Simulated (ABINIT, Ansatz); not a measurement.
Records of electronic-structure calculations.

```cif
data_h6pbcncl3
_symmetry_space_group_name_H-M 'Pm'
_symmetry_Int_Tables_number 6
_cell_length_a 5.7528
_cell_length_b 5.7647
_cell_length_c 5.8552
_cell_angle_alpha 90.000
_cell_angle_beta 90.025
_cell_angle_gamma 90.000
_cell_volume 194.18
loop_
_atom_site_label
_atom_site_type_symbol
_atom_site_symmetry_multiplicity
_atom_site_Wyckoff_symbol
_atom_site_fract_x
_atom_site_fract_y
_atom_site_fract_z
_atom_site_occupancy
H1 H 1 b 0.87948 0.50000 0.79042 1
H2 H 2 c 0.81325 0.34407 0.04739 1
H3 H 2 c 0.22966 0.35432 0.97854 1
H4 H 1 b 0.17096 0.50000 0.21641 1
Pb1 Pb 1 a 0.47399 0.00000 0.48387 1
C1 C 1 b 0.89427 0.50000 0.97685 1
N1 N 1 b 0.14493 0.50000 0.04073 1
Cl1 Cl 1 a 0.42789 0.00000 0.97556 1
Cl2 Cl 1 b 0.42919 0.50000 0.52004 1
Cl3 Cl 1 a 0.97183 0.00000 0.43966 1
_calc_subject 'Quasiparticle gap of H6PbCNCl3 (Pm) in ABINIT'
_calc_method 'RPA screening on PBEsol, plane waves, norm-conserving pseudopotentials (and 2 further levels or steps)'
_calc_program 'ABINIT 10.8.3'
_calc_settings 'cutoff 37 Ha, PseudoDojo scalar-relativistic 0.4 stringent, norm-conserving, ngkpt (2, 2, 2), nband 608, ecuteps 8 Ha, inclvkb 2, shiftk (0, 0, 0), symchi 1, awtr 1, frequency ppm, 2×2×2 k-mesh'
_calc_cost '5 runs, 53 min in all on 16 MPI ranks of Intel Xeon Platinum 8259CL at 2.50GHz (Skylake/Cascade Lake), shared host'
_calc_notes 'The program’s warnings: nproc spkpt=  >= nkpt= * nsppol=. The cell and positions are those that the Materials Project relaxed with its own functionals (PBE, PBE+U or r2SCAN), kept fixed. Limits: no spin-orbit coupling. The 2×2×2 mesh is coarse for this cell, which bears on the long-range parts of exchange and screening.'
_calc_pbesol_gap '2.46 eV, direct'
_calc_g0w0_gap_on_the_mesh '4.17 eV'
_calc_gw_settings '2×2×2 mesh, 608 bands, screening to 217.7 eV, Godby-Needs plasmon pole'
_calc_known_limits 'short of the basis limit; no spin-orbit coupling; coarse k mesh'
```

[Long decimals in the printed logs are rounded to 6 places.]

[Logs are printed without paths, hosts, clocks, repeated set-up lines and the standing remarks that a program may print on its own settings, such as how far it seeks lower states.]

[Paths, hosts, dates, memory and timing lines, banners, echoed tables and standing remarks are left out of the program output; an Ansatz launch command may be rebuilt from the run's recorded settings. Measured values are a selection of at most five: reports struck by readers or far from the other reports are left out. None is set beside runs whose start may be inverted or whose files or cutoffs have a known fault.]

[Runs of the session that timed out or met a known fault of the program may be left out.]

[Hosts, paths, dates, database ids (printed as entryN), source tags and the programs' standing remarks are cut or masked in the printed files.]

[G0W0 gaps are taken among the corrected bands and points alone; a level outside them can change the order at an edge.]

[Where Ansatz stands beside ABINIT at settings called matched, ABINIT's density can come from a denser mesh and the files from another edition; pairs whose starting gaps differed by over 0.03 eV were left out, so agreement reads better than it is.]
